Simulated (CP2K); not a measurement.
Consider trichloroethylene at its PBE geometry (Å).

```xyz
6

Cl    1.9266    0.9792   -0.0111
C     0.6949   -0.2172   -0.0235
C    -0.6201    0.0608    0.0165
Cl   -1.2698    1.6495    0.0894
Cl   -1.7765   -1.2265   -0.0018
H     1.0448   -1.2458   -0.0694
```

Method: CP2K XAS_TDP, all-electron GAPW, PBEh(45%), aug-pc-1, TDA, GW2X-corrected core level, ZORA, spin–orbit coupling.

Q: Where do the Cl L₂,₃-edge lines lie, and how strong are they?

Leading lines: Cl1 203.06 eV and Cl4 202.85 eV. The leading line of an atom is its first one with 35 % of the strongest within 2.5 eV of its lowest line over the strength cut. Core ionisation energies at this level: Cl1 207.59/207.73/209.16 and Cl4 207.72/207.88/209.30 eV; the 2p½ level lies 1.51 eV above the 2p3/2 pair.

The first six lines of each atom with a strength over 0.0003:

```csv
atom,energy (eV),states,"strength, one atom",above the computed threshold
Cl1 (bonded to C),203.06,2,0.0071,
,204.27,1,0.0004,
,204.57,2,0.0052,
,205.72,2,0.0004,
,205.78,3,0.0005,
,205.82,1,0.0005,
Cl4 (bonded to C),202.85,2,0.0068,
,204.29,2,0.0004,
,204.35,1,0.0018,
,204.36,1,0.0019,
,204.41,3,0.0014,
,205.86,4,0.0007,
```

Lines are vertical, at one geometry, with no vibrational structure. GW2X ionisation energies and lines can be off by 1 to 2 eV either way, and a good line position may hide errors that cancel. Atoms with the same bonds but other surroundings in this conformer are left out. Rydberg lines, and the discretised continuum above threshold, depend on the basis and the box.

[Banner, clock and machine lines of the logs are left out without a mark of their own.]

[Logs are printed without paths, hosts, clocks, repeated set-up lines and the standing remarks that a program may print on its own settings, such as how far it seeks lower states.]

[Hosts, paths, dates, database ids (printed as entryN), source tags and the programs' standing remarks are cut or masked in the printed files.]
